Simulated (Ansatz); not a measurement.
## Cs2TlCoF6 (Fm-3m): G0W0 under other settings

A base run on Cs2TlCoF6 (Fm-3m), then changed inputs.

Calculated with Ansatz 0.2.0; G0W0 on PBE, plane waves, PAW; PAW set soft_1.

In doubt: one-shot GW on d or f shells is unsure, so the values of those runs are not to be relied on.

## 1. The starting structure

It takes space group Fm-3m (No. 225, cubic). Conventional cell: a = 9.183 Å, b = 9.183 Å, c = 9.183 Å, α = 90.00°, β = 90.00°, γ = 90.00°. Cs has 12 F at 3.27 Å nearest. Tl has 6 F at 2.70 Å nearest. Co has 6 F at 1.89 Å nearest. F has 1 Co at 1.89 Å and 1 Tl at 2.70 Å and 4 Cs at 3.27 Å nearest. Farther neighbours and most contacts between anions are not listed.

Structure file:

```cif
data_structure
_symmetry_space_group_name_H-M 'P 1'
_symmetry_Int_Tables_number 1
_cell_length_a 6.4931
_cell_length_b 6.4931
_cell_length_c 6.4931
_cell_angle_alpha 60.000
_cell_angle_beta 60.000
_cell_angle_gamma 60.000
_cell_volume 193.57
loop_
_atom_site_label
_atom_site_type_symbol
_atom_site_fract_x
_atom_site_fract_y
_atom_site_fract_z
_atom_site_occupancy
Cs1 Cs 0.25000 0.25000 0.25000 1
Cs2 Cs 0.75000 0.75000 0.75000 1
Tl3 Tl 0.50000 0.50000 0.50000 1
Co4 Co 0.00000 0.00000 0.00000 1
F5 F 0.20609 0.20609 0.79391 1
F6 F 0.20609 0.79391 0.79391 1
F7 F 0.79391 0.79391 0.20609 1
F8 F 0.20609 0.79391 0.20609 1
F9 F 0.79391 0.20609 0.79391 1
F10 F 0.79391 0.20609 0.20609 1
```

The cell and positions are those that the Materials Project relaxed with its own functionals (PBE, PBE+U or r2SCAN), kept fixed. Spin-orbit coupling is left out unless a step names it.

## 2. The base run: 2×2×2 mesh, 493 empty bands, screening to 108 eV, PAW set soft_1 files

Now the one-shot GW correction: screening in the RPA, then the self-energy of the levels asked for. This step takes PAW set soft_1 files.

Contents of input.yaml:

```yaml
crystal:
  lattice:
    - [0.0, 4.5913357458, 4.5913357458]
    - [4.5913357458, 0.0, 4.5913357458]
    - [4.5913357458, 4.5913357458, 0.0]
  atoms:
    - { symbol: Cs, position: [0.25, 0.25, 0.25] }
    - { symbol: Cs, position: [0.75, 0.75, 0.75] }
    - { symbol: Tl, position: [0.5, 0.5, 0.5] }
    - { symbol: Co, position: [0.0, 0.0, 0.0] }
    - { symbol: F, position: [0.206089, 0.206089, 0.793911] }
    - { symbol: F, position: [0.206089, 0.793911, 0.793911] }
    - { symbol: F, position: [0.793911, 0.793911, 0.206089] }
    - { symbol: F, position: [0.206089, 0.793911, 0.206089] }
    - { symbol: F, position: [0.793911, 0.206089, 0.793911] }
    - { symbol: F, position: [0.793911, 0.206089, 0.206089] }
kpoints:
  mp_grid: { grid: [2, 2, 2] }
hamiltonian:
  xc: pbe
  pseudopotentials: { kind: paw, azcp: { folder: soft_1 } }
scf:
  occupations: { method: fixed }
gw:
  n_empty_bands: 493
  ecut_chi: 108
  qp_bands: [v3, c3]
  qp_kpoints: band_edges
  screening: { model: contour_deformation }
```

Command:

```console
ansatz run input.yaml --threads 2 --pin off --max-ram 92160MiB --backend cuda --events-out ev --progress --plain --runs-dir out --devices 1 --max-vram 13GiB
```

Numbers of over 12 decimals in the logs are rounded to 6 here.

What it wrote:

```text
GPUs: using 1 of 1 available (devices: 1).
Engine: ansatz 0.2.0, x86_64-unknown-linux-gnu
Pseudopotentials: kind: paw
Pseudopotential: Cs, paw, valence charge 9, recommended cutoff 420 eV (normal), soft_1/Cs.paw.azcp
Pseudopotential: Tl, paw, valence charge 13, recommended cutoff 420 eV (normal), soft_1/Tl.paw.azcp
Pseudopotential: Co, paw, valence charge 17, recommended cutoff 420 eV (normal), soft_1/Co.paw.azcp
Pseudopotential: F, paw, valence charge 7, recommended cutoff 420 eV (normal), soft_1/F.paw.azcp
Functional definition: PBE
  parameter kappa = 0.804
  parameter beta = 0.066725
  exchange = pbe_x(kappa = kappa, mu = beta*pi^2/3)
  correlation = pbe_c(beta = beta)
device memory: the entry about to start is reckoned to put 2.6 GiB on a device that reports 65.0 GiB free (of which the cap on the GPU budget leaves the run 13.0 GiB)
GPU FFT provider: cuFFT
GPU libraries: cuBLAS 13.8.2, cuFFT 12.4.0, cuSOLVER 12.3.4
Crystal: 10 atoms, lattice volume = 193.574 Å³
Basis set: ecut = 420 eV, 3767 PW (Γ)
Bands: 55, of which v1, the nominal top of the filled ones, is band 45 counted from 1 (44 counted from 0)
Symmetry: 48 space group operations
Space group: Fm-3m (ITA 225), of the structure as read, at distance tolerance 5.8e-5 Å
k-points: 3 of 8
Non-local potential: Cs, projectors of the file, l = 0: 3, l = 1: 2, l = 2: 2, l = 3: 2
Non-local potential: Tl, projectors of the file, l = 0: 2, l = 1: 2, l = 2: 2, l = 3: 1
Non-local potential: Co, projectors of the file, l = 0: 3, l = 1: 2, l = 2: 3, l = 3: 1
Non-local potential: F, projectors of the file, l = 0: 2, l = 1: 2, l = 2: 1
PAW form: soft (Blöchl's): semilocal exchange-correlation on the pseudo side does not see the compensation charge
PAW one-centre angular grid: Cs, 194 points (default); XC on 64 Gauss nodes
PAW one-centre angular grid: Tl, 590 points (default); XC on 64 Gauss nodes
PAW one-centre angular grid: Co, 590 points (default); XC on 64 Gauss nodes
PAW one-centre angular grid: F, 110 points (default); XC on 64 Gauss nodes
Initial density: superposition of atomic densities (chi_scale 0.1, normalization cell, long waves kept (reshape's long-wave potential 0.02 eV rms))
Initial wavefunctions: pseudopotential atomic-orbital guess
GPU buffer pool allocated for 91125 grid points (all kernels)
GPU transforms: local potential and band sums: pruned to the plane-wave sphere, on 45×45×45
Functional: x = pbe(κ = 0.804, μ = 0.219515), c = pbe(β = 0.066725)
SCF iter   1: F=—  HF=-32793.001847 eV  |F-HF|=—  |Δ(HF+E_count)|=         —  Δρ=3.15e-1  dr2=1.55e2  ethr=3.10e-3  ⟨swp⟩=5.0  Hψ=524  notcnv=0  defer=23
preconditioner: auto → Resta (q_TF=auto, 2.401 Å⁻¹)  ε∞=4.6  [insulator: Δε(μ)=0.090 eV  Ē_g=12.672 eV  n_scr=58 (ndim 8)  ℏωp=24.2 eV  f_vac=0.009  ε∞_Penn≈4.6]
[...]
E_local      = -10957.844769  (includes V_loc(G=0)·N_el)
  E_nonlocal   = 1317.035516
  E_hartree    = 4612.331017
  E_xc         = -1100.680848
  E_vxc        = -1110.736280  (∫ρ·V_xc dr)
  E_paw        = -23100.366143  (= ΣΔE_a)
  E_vpaw       = -1234.010196  (= ΣTr[D̂ρ^β])
  E_aug_tail   = 0.004028  (compensation charges beyond the density's cutoff)
  E_ewald      = -5565.685939
  E_smearing   = -0.000000  (= −TS)
  E_closure    = -0.000000  (closes the sum)
  Σ components = -32770.429858   (vs F -32770.429858, Δ=0.00e0)
--- Band table (eV) ---
  k-point 0: bands = [... 41 lower, 2.7623, 5.2048, 5.2048, 5.2048, 6.8379, 6.8379, 9.4681, 9.4681, ... 6 higher]
  k-point 1: bands = [... 41 lower, 3.6170, 5.1530, 5.1964, 5.1964, 6.5514, 6.5514, 9.5134, 10.1256, ... 6 higher]
  k-point 2: bands = [... 41 lower, 2.7547, 5.1364, 5.2117, 5.2117, 6.8471, 7.1390, 9.5249, 10.1347, ... 6 higher]
--- G₀W₀: contour deformation, 7 samples at zero and on the imaginary axis and 1 off it, 8 q-points, 493 empty bands' worth ---
  eigenvalues of the whole cell's RPA ε∞ on this k-mesh (on a slab, of 1 + 4πα/V) = 3.3147, 3.3147, 3.3147; static W/v taken at q = 0 is 0.301685
  bands read: the sum over 538 bands ends inside a degenerate multiplet in 2 slots, whose members it reads at an even weight; the widest, k=0: bands 537 to 539 (counted from 1) at 2/3 each
  gw.qp_kpoints: band_edges: 3 of 3 stored k-points solved, in 1 pass; an edge of the gap read off the rows below is read off those points alone
  `?` marks the rows in doubt; gw_qp.tsv's column doubts and the gw_qp event give each row's grounds
    ik  band        ε_KS         Σx   Σc(E_QP)       V_xc       Z   E_QP_lin       E_QP  E_QP is
     0    43      5.2048   -41.9392     8.5480   -32.7937  0.6483     4.5872     4.6073  root
     0    44      5.2048   -41.9392     8.5480   -32.7937  0.6483     4.5872     4.6073  root
     0    45      5.2048   -41.9392     8.5480   -32.7937  0.6483     4.5872     4.6073  root
     0    46      6.8379   -24.1470    -6.5424   -32.6047  0.6654     8.8583     8.7533  root ?
     0    47      6.8379   -24.1470    -6.5424   -32.6047  0.6654     8.8583     8.7533  root ?
     0    48      9.4681    -7.0640    -3.4717   -11.2609  0.8045    10.2040    10.1933  root
     1    43      5.1530   -41.8475     8.5761   -32.6886  0.6451     4.5500     4.5702  root
     1    44      5.1964   -41.9801     8.5716   -32.8165  0.6473     4.5845     4.6044  root
     1    45      5.1964   -41.9801     8.5716   -32.8165  0.6473     4.5845     4.6044  root
     1    46      6.5514   -22.5687    -6.3936   -30.8105  0.6817     8.5186     8.3996  root ?
     1    47      6.5514   -22.5687    -6.3936   -30.8105  0.6817     8.5186     8.3996  root ?
     1    48      9.5134    -7.7729    -3.4587   -11.9636  0.8060    10.2584    10.2454  root
     2    43      5.1364   -41.8729     8.6014   -32.6888  0.6440     4.5329     4.5536  root
     2    44      5.2117   -42.1667     8.6126   -32.9631  0.6472     4.6011     4.6206  root
     2    45      5.2117   -42.1667     8.6126   -32.9631  0.6472     4.6011     4.6206  root
     2    46      6.8471   -24.2374    -6.5536   -32.7091  0.6646     8.8713     8.7651  root ?
     2    47      7.1390   -24.1240    -6.1793   -32.1202  0.6610     9.0417     8.9559  root
     2    48      9.5249    -8.3892    -3.2432   -12.3812  0.8002    10.2851    10.2737  root
[key lines of the parts left out:]
SCF converged after 14 iterations
Free energy (F): -32770.429858 eV
Fermi energy:    5.211655 eV
```

Wall time 12 s (1 × NVIDIA H100 80GB HBM3 (shared by 6 runs) with 2 threads of AMD EPYC 7R13 (Zen 3), shared host); peak memory 1.4 GiB; 10 s of CPU time.

Numbers from this step:

```yaml
bands_summed: 538
rpa_eps_infinity_on_this_mesh_eigenvalues: 3.315, 3.315, 3.315
plane_waves_in_the_screening_matrix: 531
q_points_in_the_mesh: 8
g0w0_gap_on_the_mesh: 3.779 eV
k_of_the_valence_top: 0, -0.5, -0.5
k_of_the_conduction_bottom: 0, 0, -0.5
starting_gap_on_the_mesh: 1.340 eV
z_at_the_valence_top: 0.6472
z_at_the_conduction_bottom: 0.6817
least_direct_g0w0_gap_on_the_computed_points: 3.795 eV
```

The gap on the mesh goes from 1.34 eV to 3.78 eV, a correction of +2.44 eV. The program marks an edge row as in doubt. Between the two edge states, bare exchange in place of the xc potential would open the gap by 17.45 eV, and correlation takes back 15.01 eV.

## 3. Variant: wavefunction cutoff

Edit input.yaml of step 2 so:

```diff
@@ -24,4 +24,4 @@
 gw:
-  n_empty_bands: 493
-  ecut_chi: 108
+  n_empty_bands: 439
+  ecut_chi: 100
   qp_bands: [v3, c3]
@@ -29 +29,3 @@
   screening: { model: contour_deformation }
+basis:
+  ecutwfc: 300
```

What it wrote:

```text
Warning: basis.ecutwfc = 300 eV is below the records' recommended 420 eV, and the density's cutoff is lower with it unless basis.ecutrho_ratio is high enough to keep the records' density cutoff: compare with a run at a higher cutoff
GPUs: using 1 of 1 available (devices: 1).
[...]
GPU FFT provider: cuFFT
GPU libraries: cuBLAS 13.8.2, cuFFT 12.4.0, cuSOLVER 12.3.4
Crystal: 10 atoms, lattice volume = 193.574 Å³
Basis set: ecut = 300 eV, 2277 PW (Γ)
Bands: 55, of which v1, the nominal top of the filled ones, is band 45 counted from 1 (44 counted from 0)
[... 1 set-up line as in the run before ...]
[...]
k-points: 3 of 8
[...]
GPU buffer pool allocated for 64000 grid points (all kernels)
[...]
SCF iter   1: F=—  HF=-32790.875024 eV  |F-HF|=—  |Δ(HF+E_count)|=         —  Δρ=3.19e-1  dr2=1.58e2  ethr=3.10e-3  ⟨swp⟩=4.7  Hψ=522  notcnv=0  defer=23
[...]
SCF iter  13: F=-32767.526921 eV  HF=-32767.526921 eV  |F-HF|=6.54e-9  |Δ(HF+E_count)|=   3.98e-8  Δρ=3.42e-6  dr2=1.68e-8  ethr=1.11e-10  ⟨swp⟩=8.3  Hψ=696  notcnv=0
SCF 1 converged in 13 iterations: F = -32767.526921 eV  dr2 = 1.68e-8
[...]
NSCF: frozen V_eff on 3 k-points
[...]
G₀W₀ screening: q 1/3
[... further progress lines ...]
[...]
SCF converged after 13 iterations
Free energy (F): -32767.526921 eV
[...]
Internal energy: -32767.526921 eV  (E = F + TS)
E sigma→0 (E₀):  -32767.526921 eV
Fermi energy:    5.137167 eV
[...]
--- Band table (eV) ---
  k-point 0: bands = [... 41 lower, 2.7367, 5.1300, 5.1300, 5.1300, 6.7476, 6.7476, 9.4595, 9.4595, ... 6 higher]
  k-point 1: bands = [... 41 lower, 3.5884, 5.0791, 5.1256, 5.1256, 6.4669, 6.4669, 9.5040, 10.1058, ... 6 higher]
  k-point 2: bands = [... 41 lower, 2.7345, 5.0597, 5.1372, 5.1372, 6.7494, 7.0489, 9.5066, 10.1246, ... 6 higher]
[...]
0    43      5.1300   -41.8360     8.5676   -32.6921  0.6457     4.5346     4.5538  root
     0    44      5.1300   -41.8360     8.5676   -32.6921  0.6457     4.5346     4.5538  root
     0    45      5.1300   -41.8360     8.5676   -32.6921  0.6457     4.5346     4.5538  root
     0    46      6.7476   -24.0925    -6.4590   -32.4950  0.6624     8.8065     8.6911  root ?
     0    47      6.7476   -24.0925    -6.4590   -32.4950  0.6624     8.8065     8.6911  root ?
     0    48      9.4595    -7.0297    -3.4547   -11.2237  0.8027    10.2076    10.1987  root
     1    43      5.0791   -41.7532     8.6005   -32.5911  0.6423     4.4982     4.5175  root
     1    44      5.1256   -41.8579     8.5884   -32.6956  0.6449     4.5326     4.5517  root
     1    45      5.1256   -41.8579     8.5884   -32.6956  0.6449     4.5326     4.5517  root
     1    46      6.4669   -22.5909    -6.3263   -30.7968  0.6784     8.4774     8.3465  root ?
     1    47      6.4669   -22.5909    -6.3263   -30.7968  0.6784     8.4774     8.3465  root ?
     1    48      9.5040    -7.7250    -3.4467   -11.9133  0.8042    10.2595    10.2456  root
     2    43      5.0597   -41.7902     8.6248   -32.6063  0.6410     4.4809     4.5005  root
     2    44      5.1372   -42.0531     8.6334   -32.8489  0.6445     4.5477     4.5664  root
     2    45      5.1372   -42.0531     8.6334   -32.8489  0.6445     4.5477     4.5664  root
     2    46      6.7494   -24.1886    -6.4741   -32.6140  0.6618     8.8183     8.7007  root ?
     2    47      7.0489   -24.0530    -6.0872   -31.9821  0.6576     8.9830     8.8907  root
     2    48      9.5066    -8.3255    -3.2283   -12.3173  0.7982    10.2772    10.2701  root
```

The job ended after 9.3 s (1 × NVIDIA H100 80GB HBM3 (shared by 6 runs) with 2 threads; peak memory 1.2 GiB; 11 s of CPU time).

The G0W0 gap on the mesh is 3.780 eV.

Against the base:

```csv
setting,base,variant
empty bands,493,439
screening cutoff (eV),108,100
typed cutoff,-,300
```

```csv
quantity,variant,base
starting gap on the mesh,1.330,1.340
G0W0 gap on the mesh,3.780,3.779
least direct G0W0 gap on the computed points,3.795,3.795
Z at the valence top,0.645,0.647
Z at the conduction bottom,0.678,0.682
```

## 4. Variant: wider window of levels

Edit input.yaml of step 3 so:

```diff
@@ -26,6 +26,4 @@
   ecut_chi: 100
-  qp_bands: [v3, c3]
-  qp_kpoints: band_edges
+  qp_bands: [v8, c6]
+  qp_kpoints: [[0, 0, 0]]
   screening: { model: contour_deformation }
-basis:
-  ecutwfc: 300
```

What it wrote:

```text
GPUs: using 1 of 1 available (devices: 1).
[...]
GPU FFT provider: cuFFT
GPU libraries: cuBLAS 13.8.2, cuFFT 12.4.0, cuSOLVER 12.3.4
Crystal: 10 atoms, lattice volume = 193.574 Å³
Basis set: ecut = 420 eV, 3767 PW (Γ)
Bands: 55, of which v1, the nominal top of the filled ones, is band 45 counted from 1 (44 counted from 0)
[... 1 set-up line as in the run before ...]
[...]
k-points: 3 of 8
[...]
GPU buffer pool allocated for 91125 grid points (all kernels)
[...]
SCF iter   1: F=—  HF=-32793.001847 eV  |F-HF|=—  |Δ(HF+E_count)|=         —  Δρ=3.15e-1  dr2=1.55e2  ethr=3.10e-3  ⟨swp⟩=5.0  Hψ=524  notcnv=0  defer=23
[...]
SCF iter  14: F=-32770.429858 eV  HF=-32770.429858 eV  |F-HF|=5.25e-9  |Δ(HF+E_count)|=   1.08e-8  Δρ=2.26e-6  dr2=7.27e-9  ethr=1.11e-10  ⟨swp⟩=10.0  Hψ=644  notcnv=0
SCF 1 converged in 14 iterations: F = -32770.429858 eV  dr2 = 7.27e-9
[...]
G₀W₀ screening: q 1/3
[... further progress lines ...]
[...]
SCF converged after 14 iterations
Free energy (F): -32770.429858 eV
[...]
Internal energy: -32770.429858 eV  (E = F + TS)
E sigma→0 (E₀):  -32770.429858 eV
Fermi energy:    5.211655 eV
[...]
--- Band table (eV) ---
  k-point 0: bands = [... 41 lower, 2.7623, 5.2048, 5.2048, 5.2048, 6.8379, 6.8379, 9.4681, 9.4681, ... 6 higher]
  k-point 1: bands = [... 41 lower, 3.6170, 5.1530, 5.1964, 5.1964, 6.5514, 6.5514, 9.5134, 10.1256, ... 6 higher]
  k-point 2: bands = [... 41 lower, 2.7547, 5.1364, 5.2117, 5.2117, 6.8471, 7.1390, 9.5249, 10.1347, ... 6 higher]
[...]
0    38      2.3993   -30.7901     6.3854   -23.2059  0.6927     1.1583     1.2006  root
     0    39      2.7039   -21.1196     2.0933   -17.8813  0.7557     1.5151     1.5590  root
     0    40      2.7623   -31.9028     6.8526   -23.8068  0.6996     1.4412     1.5189  root
     0    41      2.7623   -31.9028     6.8526   -23.8068  0.6996     1.4412     1.5189  root
     0    42      2.7623   -31.9028     6.8526   -23.8068  0.6996     1.4412     1.5189  root
     0    43      5.2048   -41.9392     8.5460   -32.7937  0.6494     4.5852     4.6052  root
     0    44      5.2048   -41.9392     8.5460   -32.7937  0.6494     4.5852     4.6052  root
     0    45      5.2048   -41.9392     8.5460   -32.7937  0.6494     4.5852     4.6052  root
     0    46      6.8379   -24.1470    -6.5066   -32.6047  0.6660     8.9045     8.7890  root ?
     0    47      6.8379   -24.1470    -6.5066   -32.6047  0.6660     8.9045     8.7890  root ?
     0    48      9.4681    -7.0640    -3.4551   -11.2609  0.8045    10.2207    10.2099  root
     0    49      9.4681    -7.0640    -3.4551   -11.2609  0.8045    10.2207    10.2099  root
     0    50      9.4681    -7.0640    -3.4551   -11.2609  0.8045    10.2207    10.2099  root
     0    51     11.0041    -4.6598    -3.6019    -8.9798  0.8283    11.7326    11.7221  root
```

It took 9.4 s on 1 × NVIDIA H100 80GB HBM3 (shared by 6 runs) with 2 threads; peak memory 1.3 GiB.

Absolute levels on the run's own zero. QP, by row:

```csv
k index,band,KS (eV),Sigma_x (eV),Sigma_c (eV),Vxc (eV),Z,QP linearised (eV),QP (eV),source,doubts
0,38,2.399,-30.79,6.385,-23.21,0.6927,1.158,1.201,root,
0,39,2.704,-21.12,2.093,-17.88,0.7557,1.515,1.559,root,
0,40,2.762,-31.9,6.853,-23.81,0.6996,1.441,1.519,root,
0,41,2.762,-31.9,6.853,-23.81,0.6996,1.441,1.519,root,
0,42,2.762,-31.9,6.853,-23.81,0.6996,1.441,1.519,root,
0,43,5.205,-41.94,8.546,-32.79,0.6494,4.585,4.605,root,
0,44,5.205,-41.94,8.546,-32.79,0.6494,4.585,4.605,root,
0,45,5.205,-41.94,8.546,-32.79,0.6494,4.585,4.605,root,
0,46,6.838,-24.15,-6.507,-32.6,0.666,8.905,8.789,root,energies_apart
0,47,6.838,-24.15,-6.507,-32.6,0.666,8.905,8.789,root,energies_apart
0,48,9.468,-7.064,-3.455,-11.26,0.8045,10.22,10.21,root,
0,49,9.468,-7.064,-3.455,-11.26,0.8045,10.22,10.21,root,
0,50,9.468,-7.064,-3.455,-11.26,0.8045,10.22,10.21,root,
0,51,11,-4.66,-3.602,-8.98,0.8283,11.73,11.72,root,
```

Against the base:

```csv
setting,base,variant
empty bands,493,439
screening cutoff (eV),108,100
levels asked,v3 to c3,v8 to c6
points asked,band edges,"[[0, 0, 0]]"
```

## 5. What came out

```json
{
 "base": "3.78 eV, 12 s",
 "wavefunction cutoff": "3.78 eV, 9.3 s",
 "wider window of levels": "direct gap at the listed points 4.18 eV, 9.4 s"
}
```

What this shows: Wavefunction cutoff: the gap moves by +0.001 eV (the plane-wave cutoff goes from 420 to 300 eV). The variant differs from the base in empty bands, screening cutoff and typed cutoff together, so the change can't be laid to one of them. Wider window of levels: only the listed points were computed; the least direct gap there is 4.18 eV, with empty bands, screening cutoff, levels asked and points asked changed against the base. All runs here use a coarse mesh and modest cutoffs; they test settings and are not final values. The 2×2×2 mesh is coarse for this cell (its supercell is 13 Å along the shortest edge). The RPA ε∞ on it, from the PBE start, is 3.31; such meshes misread the long-range screening, most where the gap is narrow. Where an edge is built on 6p states of lead, bismuth or thallium, scalar-relativistic gaps usually stand too wide, by a few tenths to over one eV. The runs have no spin polarisation. For a closed low-spin shell that is the natural state; where a d or f shell is open it is a constraint, and the gap is then not the crystal's own. With d states at the gap, one-shot GW leans hard on its start. The many-body steps are scalar-relativistic: spin-orbit coupling is not in them. The program marks a band-edge row as in doubt, so the gap is less sure than its digits.

[Paths, hosts, dates, memory and timing lines, banners, echoed tables and standing remarks are left out of the program output.]

[Logs are printed without paths, hosts, clocks, repeated set-up lines and the standing remarks that a program may print on its own settings, such as how far it seeks lower states.]

[Runs of the session that timed out or met a known fault of the program may be left out.]

[Cells called generated may have been cut or substituted from an entry of the Crystallography Open Database or the Materials Project.]

[Hosts, paths, dates, database ids (printed as entryN), source tags and the programs' standing remarks are cut or masked in the printed files.]
